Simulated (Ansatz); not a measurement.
# WSe2 (P6_3/mmc): the dielectric response by several routes

Aim: the electronic dielectric constant of WSe2 (P6_3/mmc) by perturbation theory, a sum over states and the RPA step of G0W0.

Calculated with Ansatz 0.2.0; linear response on PBE, plane waves, PAW.

The database entry behind the starting cell differs from later determinations by our own check (a about 0.2 % long), so it need not match the best structure at ambient conditions.

### Step 1. The structure

The structure is hexagonal, space group P6_3/mmc (No. 194). The conventional cell has a = 3.290 Å, b = 3.290 Å, c = 12.970 Å, α = 90.00°, β = 90.00°, γ = 120.00°. Nearest to W lie 6 Se at 2.53 Å. Se has 3 W at 2.53 Å nearest. Farther neighbours and most contacts between anions are not listed.

The cell and positions come from the Crystallography Open Database and are kept as given unless a step says otherwise. Spin-orbit coupling is left out unless a step names it. The default PAW set here is soft_2. Its files were made with PBE.

### Step 2. Response to a homogeneous field

ε∞ sets how strongly the crystal screens. Perturbation theory gives it with local fields and without a sum over empty bands.

This step: dielectric response by perturbation theory, PBE, plane waves, PAW.

The input, input.yaml:

```yaml
crystal:
  lattice:
    - [3.29, 0.0, 0.0]
    - [-1.645, 2.8492235785, 0.0]
    - [0.0, 0.0, 12.97]
  atoms:
    - { symbol: W, position: [0.3333333333, 0.6666666667, 0.25] }
    - { symbol: W, position: [0.6666666667, 0.3333333333, 0.75] }
    - { symbol: Se, position: [0.3333333333, 0.6666666667, 0.621] }
    - { symbol: Se, position: [0.6666666667, 0.3333333333, 0.121] }
    - { symbol: Se, position: [0.3333333333, 0.6666666667, 0.879] }
    - { symbol: Se, position: [0.6666666667, 0.3333333333, 0.379] }
kpoints:
  mp_grid: { grid: [9, 9, 2] }
hamiltonian:
  xc: pbe
scf:
  occupations: { method: fixed }
dielectric: {}
```

Command:

```bash
$ ansatz run input.yaml --threads 3 --pin off --max-ram 92160MiB --backend cuda --events-out ev --progress --plain --runs-dir out --devices 1 --max-vram 13GiB  # rebuilt from the run's record
```

Numbers of over 12 decimals in the logs are rounded to 6 here.

The program printed:

```text
GPUs: using 1 of 1 available (devices: 1).
Engine: ansatz 0.2.0, x86_64-unknown-linux-gnu
Pseudopotentials: kind: paw
Pseudopotential: W, paw, valence charge 14, recommended cutoff 420 eV (normal), W.paw.azcp
Pseudopotential: Se, paw, valence charge 16, recommended cutoff 420 eV (normal), Se.paw.azcp
Functional definition: PBE
  parameter kappa = 0.804
  parameter beta = 0.066725
  exchange = pbe_x(kappa = kappa, mu = beta*pi^2/3)
  correlation = pbe_c(beta = beta)
device memory: the entry about to start is reckoned to put 2.8 GiB on a device that reports 42.5 GiB free (of which the cap on the GPU budget leaves the run 13.0 GiB)
GPU FFT provider: cuFFT
GPU libraries: cuBLAS 13.8.2, cuFFT 12.4.0, cuSOLVER 12.3.4
Crystal: 6 atoms, lattice volume = 121.580 Å³
Basis set: ecut = 420 eV, 2419 PW (Γ), exchange–correlation on 48×48×180 points (8 copies of the dense FFT grid, shifted against one another)
Bands: 56, of which v1, the nominal top of the filled ones, is band 46 counted from 1 (45 counted from 0)
Symmetry: 24 space group operations
k-points: 50 of 162 (irreducible under 2 space group operations, time reversal used)
Non-local potential: W, projectors of the file, l = 0: 3, l = 1: 2, l = 2: 2, l = 3: 1
Non-local potential: Se, projectors of the file, l = 0: 2, l = 1: 2, l = 2: 3, l = 3: 1
PAW form: soft (Blöchl's): semilocal exchange-correlation on the pseudo side does not see the compensation charge
PAW one-centre angular grid: W, 590 points (default); XC on 64 Gauss nodes
PAW one-centre angular grid: Se, 590 points (default); XC on 64 Gauss nodes
Initial density: superposition of atomic densities (neutral atoms: chi_scale 0, normalization atom), corrected by the library's trained network
Initial wavefunctions: pseudopotential atomic-orbital guess
GPU buffer pool allocated for 51840 grid points (all kernels)
GPU transforms: local potential and band sums: pruned to the plane-wave sphere, on 24×24×90
Functional: x = pbe(κ = 0.804, μ = 0.219515), c = pbe(β = 0.066725)
SCF iter   1: F=—  HF=-42649.195471 eV  |F-HF|=—  |Δ(HF+E_count)|=         —  Δρ=4.32e-3  dr2=5.48e-3  ethr=1.77e-3  ⟨swp⟩=4.9  Hψ=8879  notcnv=0  defer=363
preconditioner: auto → Resta (q_TF=auto, 2.604 Å⁻¹)  ε∞=6.0  [insulator: Δε(μ)=1.067 eV  Ē_g=8.997 eV  n_scr=40 (ndim 8)  ℏωp=20.2 eV  f_vac=0.044  ε∞_Penn≈6.0]
SCF iter   2: F=—  HF=-42649.204195 eV  |F-HF|=—  |Δ(HF+E_count)|=   8.72e-3  Δρ=2.51e-3  dr2=1.81e-3  ethr=5.96e-6  ⟨swp⟩=2.0  Hψ=4812  notcnv=0  defer=398
SCF iter   3: F=—  HF=-42649.208599 eV  |F-HF|=—  |Δ(HF+E_count)|=   4.40e-3  Δρ=4.26e-4  dr2=5.19e-4  ethr=1.97e-6  ⟨swp⟩=2.0  Hψ=3684  notcnv=0  defer=398
SCF iter   4: F=—  HF=-42649.208607 eV  |F-HF|=—  |Δ(HF+E_count)|=   7.22e-6  Δρ=8.61e-5  dr2=4.29e-6  ethr=5.65e-7  ⟨swp⟩=2.6  Hψ=4749  notcnv=0  defer=202
SCF iter   5: F=—  HF=-42649.208714 eV  |F-HF|=—  |Δ(HF+E_count)|=   1.08e-4  Δρ=3.32e-5  dr2=6.81e-7  ethr=4.66e-9  ⟨swp⟩=2.6  Hψ=4882  notcnv=0  defer=121
SCF iter   6: F=—  HF=-42649.208716 eV  |F-HF|=—  |Δ(HF+E_count)|=   2.15e-6  Δρ=5.73e-6  dr2=5.38e-8  ethr=7.41e-10  ⟨swp⟩=2.1  Hψ=3587  notcnv=0  defer=121
SCF iter   7: F=—  HF=-42649.208717 eV  |F-HF|=—  |Δ(HF+E_count)|=   5.87e-8  Δρ=2.56e-6  dr2=9.79e-9  ethr=5.85e-11  ⟨swp⟩=2.0  Hψ=4882  notcnv=0  defer=121
SCF iter   8: F=—  HF=-42649.208717 eV  |F-HF|=—  |Δ(HF+E_count)|=   9.75e-9  Δρ=6.32e-7  dr2=5.55e-10  ethr=1.06e-11  ⟨swp⟩=2.0  Hψ=4882  notcnv=0  defer=121
SCF iter   9: F=-42649.208717 eV  HF=-42649.208717 eV  |F-HF|=2.18e-11  |Δ(HF+E_count)|=  6.77e-10  Δρ=1.16e-7  dr2=2.57e-11  ethr=1.00e-12  ⟨swp⟩=9.7  Hψ=10243  notcnv=0
SCF 1 converged in 9 iterations: F = -42649.208717 eV  dr2 = 2.57e-11
  greatest PAW one-centre occupation: 1.000 electrons in one spin orbital (limit 2), on the Se atom at site 4 (counted from 0), in its partial waves of l = 2
the response reads at least the filled bands of the reference SCF and the lowest empty band at each k-point, and that SCF's band table does not vouch for those bands. The notice of the band table in this run's record says why
device memory: the entry about to start is reckoned to put 0.8 GiB on a device that reports 58.4 GiB free (of which the cap on the GPU budget leaves the run 12.9 GiB)
NSCF: frozen V_eff on 1 k-points
device memory: the entry about to start is reckoned to put 0.8 GiB on a device that reports 58.0 GiB free (of which the cap on the GPU budget leaves the run 12.9 GiB)
NSCF: frozen V_eff on 1 k-points
device memory: the entry about to start is reckoned to put 0.8 GiB on a device that reports 58.0 GiB free (of which the cap on the GPU budget leaves the run 12.9 GiB)
NSCF: frozen V_eff on 1 k-points
device memory: the entry about to start is reckoned to put 0.8 GiB on a device that reports 58.2 GiB free (of which the cap on the GPU budget leaves the run 12.9 GiB)
NSCF: frozen V_eff on 1 k-points
device memory: the entry about to start is reckoned to put 0.1 GiB (of the 0.3 GiB reckoned in all, the device holds 0.2 GiB already) on a device that reports 58.0 GiB free (of which the cap on the GPU budget leaves the run 12.9 GiB)
device memory: the entry about to start is reckoned to put 2.3 GiB (of the 2.5 GiB reckoned in all, the device holds 0.2 GiB already) on a device that reports 57.9 GiB free (of which the cap on the GPU budget leaves the run 12.9 GiB)
DFPT response loops at Γ: preconditioner auto → Resta (q_TF=auto, 2.604 Å⁻¹)  ε∞=7.5 (no band partly filled); β = 1.00, the filter's whole step (`scf.mixing.beta` (0.50) is not read by the response loops at its default; to damp them type it under 1.00, their step now; it binds the ground state too); Broyden in place of MSR1
── the response to a field inside a basis, on 10×10×2 k-points: an SCF that follows is theirs, and a resumed run solves both again ──
device memory: the entry about to start is reckoned to put 0.4 GiB on a device that reports 43.7 GiB free (of which the cap on the GPU budget leaves the run 12.9 GiB)
GPU FFT provider: cuFFT
GPU libraries: cuBLAS 13.8.2, cuFFT 12.4.0, cuSOLVER 12.3.4
Bands: 47, of which v1, the nominal top of the filled ones, is band 46 counted from 1 (45 counted from 0)
k-points: 30 of 200 (irreducible under 8 space group operations)
Initial density: handed on by an earlier stage of this run
Initial wavefunctions: pseudopotential atomic-orbital guess (no wavefunctions were taken with the density)
GPU buffer pool allocated for 51840 grid points (all kernels)
GPU transforms: band sums: pruned to the plane-wave sphere, on 24×24×90
Eigensolver: Dense (30 Hₖ)
SCF iter   1: F=—  HF=-42648.944790 eV  |F-HF|=—  |Δ(HF+E_count)|=         —  Δρ=5.27e-4  dr2=1.25e-4  ethr=1.00e-1
preconditioner: auto → Resta (q_TF=auto, 2.604 Å⁻¹)  ε∞=8.8  [insulator: Δε(μ)=1.198 eV  Ē_g=7.255 eV  n_scr=40 (ndim 8)  ℏωp=20.2 eV  f_vac=0.044  ε∞_Penn≈8.8]
SCF iter   2: F=—  HF=-42648.944881 eV  |F-HF|=—  |Δ(HF+E_count)|=   9.05e-5  Δρ=3.05e-4  dr2=4.68e-5  ethr=1.36e-7
SCF iter   3: F=—  HF=-42648.944925 eV  |F-HF|=—  |Δ(HF+E_count)|=   4.45e-5  Δρ=3.04e-5  dr2=1.64e-6  ethr=5.08e-8
SCF iter   4: F=—  HF=-42648.944926 eV  |F-HF|=—  |Δ(HF+E_count)|=   3.84e-7  Δρ=1.58e-5  dr2=4.03e-7  ethr=1.79e-9
SCF iter   5: F=-42648.944926 eV  HF=-42648.944926 eV  |F-HF|=1.80e-8  |Δ(HF+E_count)|=   1.07e-7  Δρ=3.86e-6  dr2=2.91e-8  ethr=4.38e-10
SCF 1 converged in 5 iterations: F = -42648.944926 eV  dr2 = 2.91e-8
device memory: the entry about to start is reckoned to put 0.1 GiB (of the 0.2 GiB reckoned in all, the device holds 0.1 GiB already) on a device that reports 46.0 GiB free (of which the cap on the GPU budget leaves the run 12.8 GiB)
device memory: the entry about to start is reckoned to put 2.4 GiB on a device that reports 45.1 GiB free (of which the cap on the GPU budget leaves the run 12.7 GiB)
DFPT response loops at Γ: preconditioner auto → Resta (q_TF=auto, 2.604 Å⁻¹)  ε∞=7.1 (no band partly filled); β = 1.00, the filter's whole step (`scf.mixing.beta` (0.50) is not read by the response loops at its default; to damp them type it under 1.00, their step now; it binds the ground state too); Broyden in place of MSR1
SCF converged after 9 iterations
Free energy (F): -42649.208717 eV
Harris-Foulkes:  -42649.208717 eV  (|F-HF|=2.18e-11)
Internal energy: -42649.208717 eV  (E = F + TS)
E sigma→0 (E₀):  -42649.208717 eV
Fermi energy:    12.957500 eV
--- Per-component energies (eV) ---
  E_band       = -1683.229691
  E_kinetic    = 1379.656146
  E_local      = -11426.384628  (includes V_loc(G=0)·N_el)
  E_nonlocal   = -2379.707405
  E_hartree    = 5496.513272
  E_xc         = -953.321390
  E_vxc        = -873.931548  (∫ρ·V_xc dr)
  E_paw        = -24771.116780  (= ΣΔE_a)
  E_vpaw       = 624.113458  (= ΣTr[D̂ρ^β])
  E_aug_tail   = -0.002475  (compensation charges beyond the density's cutoff)
  E_ewald      = -9994.845457
  E_smearing   = -0.000000  (= −TS)
  E_closure    = 0.000000  (closes the sum)
  Σ components = -42649.208717   (vs F -42649.208717, Δ=0.00e0)
--- Band table (eV; the first three rows and the last of 50) ---
  k-point 0: bands = [... 42 lower, 11.4570, 11.8529, 11.8902, 12.9575, 15.5965, 15.5965, 15.6470, 15.6470, ... 6 higher]
  k-point 1: bands = [... 42 lower, 11.4294, 11.4294, 12.7409, 12.7409, 15.6020, 15.6020, 15.6020, 15.6020, ... 6 higher]
  k-point 2: bands = [... 42 lower, 11.3288, 11.8874, 12.0800, 12.6508, 15.0990, 15.2840, 15.4159, 15.4299, ... 6 higher]
  k-point 49: bands = [... 42 lower, 10.8933, 10.8933, 11.9893, 11.9893, 14.4857, 14.4857, 15.3537, 15.3537, ... 6 higher]
--- Dielectric response (ions clamped): 3 representative field directions + reference, inside a basis on a mesh of 200 k-points (Σ response iterations 15) ---
  ε∞ (high-frequency dielectric tensor):
       15.238220     0.000000     0.000000
        0.000000    15.238220     0.000000
        0.000000     0.000000     7.368657
  Born effective charges Z* (e; rows j = field, columns β = displacement):
    site 0:
        -1.24403   -0.00000    0.00000
         0.00000   -1.24403    0.00000
         0.00000    0.00000   -0.79144
    site 1:
        -1.24403    0.00000    0.00000
        -0.00000   -1.24403    0.00000
         0.00000    0.00000   -0.79144
    site 2:
         0.62201    0.00000    0.00000
        -0.00000    0.62201   -0.00000
         0.00000   -0.00000    0.39572
    site 3:
         0.62201   -0.00000    0.00000
        -0.00000    0.62201    0.00000
        -0.00000    0.00000    0.39572
    site 4:
         0.62201    0.00000   -0.00000
        -0.00000    0.62201    0.00000
        -0.00000    0.00000    0.39572
    site 5:
         0.62201   -0.00000   -0.00000
        -0.00000    0.62201   -0.00000
         0.00000   -0.00000    0.39572
  Z* charge neutrality: 5.549e-2 e pre-enforcement
  solved inside a basis spanned on kpoints, on 10×10×2 k-points, its susceptibility summed on 14×14×4: ε∞ is read to err by 8.8e-2, Z* by 3.3e-2 e (field_mesh: kpoints solves on kpoints); Z* is corrected for what the basis lacks
```

Wall time 42 s (1 × NVIDIA H100 80GB HBM3 (shared by 6 runs) with 3 threads of AMD EPYC 7R13 (Zen 3), shared host); peak memory 2.2 GiB; 91 s of CPU time.

Reading the cycles: dr2 is the Hartree energy of the density residual (eV), the measure of convergence; HF is the Harris–Foulkes estimate of the energy, which meets the free energy F at convergence.

Numbers from this step:

```yaml
stated_error_of_eps_infinity: 0.088
```

One over ε∞ averages 0.09, well under the quarter of exact exchange in PBE0, which by this rule of thumb may open the gap too far.

High-frequency dielectric tensor:

```
15.24  0.00  0.00
 0.00 15.24  0.00
 0.00  0.00  7.37
```

Born effective charge (e), principal values of the symmetric part by kind of site:

```
atom  atoms with these values    low  middle   high   mean
  W1                        2  -1.24   -1.24  -0.79  -1.09
 Se3                        4   0.40    0.62   0.62   0.55
```

In full for Se3:

```
0.62 0.00 0.00
0.00 0.62 0.00
0.00 0.00 0.40
```

### Step 3. Independent-particle spectrum

The independent-particle spectrum shows where the oscillator strength lies, before excitons and local fields.

This step: independent-particle optics on PBE, plane waves, PAW.

input.yaml, as its differences from that of step 2:

```diff
@@ -13,3 +13,3 @@
 kpoints:
-  mp_grid: { grid: [9, 9, 2] }
+  mp_grid: { grid: [12, 12, 2] }
 hamiltonian:
@@ -18,2 +18,4 @@
   occupations: { method: fixed }
-dielectric: {}
+  n_extra_bands: 83
+output:
+  optics: { e_range: [0, 25], de: 0.1, sigma: 0.2 }
```

The program printed:

```text
[...]
GPUs: using 1 of 1 available (devices: 1).
[...]
GPU FFT provider: cuFFT
GPU libraries: cuBLAS 13.8.2, cuFFT 12.4.0, cuSOLVER 12.3.4
Crystal: 6 atoms, lattice volume = 121.580 Å³
Basis set: ecut = 420 eV, 2419 PW (Γ)
Bands: 129, of which v1, the nominal top of the filled ones, is band 46 counted from 1 (45 counted from 0)
Symmetry: 24 space group operations
[...]
k-points: 38 of 288
[...]
GPU buffer pool allocated for 51840 grid points (all kernels)
[...]
SCF iter   1: F=—  HF=-42649.196375 eV  |F-HF|=—  |Δ(HF+E_count)|=         —  Δρ=4.32e-3  dr2=5.42e-3  ethr=1.77e-3  ⟨swp⟩=4.2  Hψ=16990  notcnv=0  defer=2910
[...]
SCF iter   9: F=-42649.209009 eV  HF=-42649.209009 eV  |F-HF|=0.00e0  |Δ(HF+E_count)|=  4.37e-10  Δρ=7.78e-8  dr2=8.19e-12  ethr=1.00e-12  ⟨swp⟩=10.9  Hψ=36330  notcnv=0
SCF 1 converged in 9 iterations: F = -42649.209009 eV  dr2 = 8.19e-12
[...]
Optics k sum: 0 of 38 k-points
Optics k sum: 2 of 38 k-points
[...]
Optics k sum: 38 of 38 k-points
[...]
SCF converged after 9 iterations
Free energy (F): -42649.209009 eV
[...]
Internal energy: -42649.209009 eV  (E = F + TS)
E sigma→0 (E₀):  -42649.209009 eV
Fermi energy:    12.957567 eV
[...]
--- Band table (eV; the first three rows and the last of 38) ---
  k-point 0: bands = [... 42 lower, 11.4571, 11.8530, 11.8902, 12.9576, 15.5965, 15.5965, 15.6470, 15.6470, ... 79 higher]
  k-point 1: bands = [... 42 lower, 11.4295, 11.4295, 12.7410, 12.7410, 15.6020, 15.6020, 15.6020, 15.6020, ... 79 higher]
  k-point 2: bands = [... 42 lower, 11.3932, 11.8773, 12.0810, 12.7852, 15.3666, 15.4010, 15.4480, 15.5227, ... 79 higher]
  k-point 37: bands = [... 42 lower, 10.2229, 10.2229, 12.6170, 12.6170, 14.2841, 14.2841, 15.3885, 15.3885, ... 79 higher]
```

It took 53 s on 1 × NVIDIA H100 80GB HBM3 (shared by 6 runs) with 3 threads; peak memory 2.4 GiB.

This step gave:

| Quantity | Value |
| --- | --- |
| ε∞ without local fields (xx, yy, zz) | 15.90, 15.90, 10.72 |
| electrons in the f-sum (xx, yy, zz) | 52.14, 52.14, 52.14 |
| bands in the explicit sum (the static value is completed to all bands) | 129 |

The sum gives ε∞ = 15.90 and 10.72 without local fields.

The ε₂ has structure finer than the step of the table below, so its rows give means over 1 eV, whole bins alone (the curve runs from 0 to 25 eV). Peaks (eV: height): xx=yy 3.0: 21.3, 4.2: 19.5; zz 2.7: 7.62, 5.5: 20.8, 8.0: 10.6.

Independent particles, no local fields, Gaussian width 0.2 eV. ε₂ against photon energy; means over each step:

```
photon energy (eV)  xx=yy      zz
                 1  0.144  1.1e-4
                 2   9.78    1.22
                 3   19.5    6.11
                 4   16.6    8.47
                 5   12.6    16.5
                 6   10.2    12.8
                 7   5.59    8.19
                 8   4.73    10.2
                 9   3.80    7.47
                10   4.49    6.23
                11   4.41    3.59
                12   2.78    1.99
                13   2.21    1.73
                14   1.85    1.81
                15   1.30    1.41
                16   1.14   0.898
                17  0.867   0.569
                18  0.582   0.391
                19  0.425   0.313
                20  0.347   0.306
                21  0.276   0.254
                22  0.254   0.227
                23  0.205   0.212
                24  0.176   0.160
```

(Part 1 of 2 ends here.)

[Paths, hosts, dates, memory and timing lines, banners, echoed tables and standing remarks are left out of the program output.]

[Logs are printed without paths, hosts, clocks, repeated set-up lines and the standing remarks that a program may print on its own settings, such as how far it seeks lower states.]

[Runs of the session that timed out or met a known fault of the program may be left out.]

[Cells called generated may have been cut or substituted from an entry of the Crystallography Open Database or the Materials Project.]

[Hosts, paths, dates, database ids (printed as entryN), source tags and the programs' standing remarks are cut or masked in the printed files.]
